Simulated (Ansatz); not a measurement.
# CdCu2SnS4: which shell does photoemission see at 21.2 and 150 eV? (r²SCAN)

The valence band of CdCu2SnS4 mixes several shells. Work out by hand which one leads the spectrum's area at each photon energy.

Filled states come from the projected DOS of Ansatz 0.2.0 (r²SCAN, plane waves); cross sections σ and asymmetry parameters β are those of free atoms in a Dirac–Hartree–Slater calculation. A shell's area is states × σ × angular factor, which is 1 + β·P₂(cos θ) for linear light, with θ = 54.7° from the polarisation and P₂ = 0.001.

**At 21.2 eV** (states counted from 11.2 eV below the zero; other shells add 1 to the products' sum of 47):

| shell | filled states a cell | cross section (Mb an electron) | β | angular factor | product | share by hand (%) | share in the simulated spectrum (%) |
| --- | --- | --- | --- | --- | --- | --- | --- |
| Cd 4d | 9.85 | 0.964 | -0.11 | 1.00 | 9.49 | 20 | 20 |
| Cu 3d | 19.51 | 0.796 | -0.20 | 1.00 | 15.5 | 33 | 33 |
| S 3p | 19.42 | 1.08 | 1.85 | 1.00 | 21 | 45 | 45 |

**At 150 eV** (states counted from 24.5 eV below the zero; other shells add 0.9 to the products' sum of 11.2):

| shell | filled states a cell | cross section (Mb an electron) | β | angular factor | product | share by hand (%) | share in the simulated spectrum (%) |
| --- | --- | --- | --- | --- | --- | --- | --- |
| Cd 4d | 9.98 | 0.0373 | -0.56 | 1.00 | 0.372 | 3 | 3 |
| Cu 3d | 19.61 | 0.438 | 0.89 | 1.00 | 8.6 | 76 | 77 |
| S 3p | 19.51 | 0.0706 | 1.59 | 1.00 | 1.38 | 12 | 12 |

S 3p leads at 21.2 eV and Cu 3d at 150 eV. Between the two energies σ of S 3p changes by a factor 0.065 and that of Cu 3d by 0.55, so their ratio moves 8.4-fold in favour of the second. The simulated spectrum uses the same rule on the energy-resolved DOS, so the two share columns agree within a few points.

Only crystals where the two columns agree within 4 points and the lead is clear are worked in this form. Free-atom cross sections ignore the solid's final states, no escape depth or background enters, and the count of states a shell hangs on the projection.
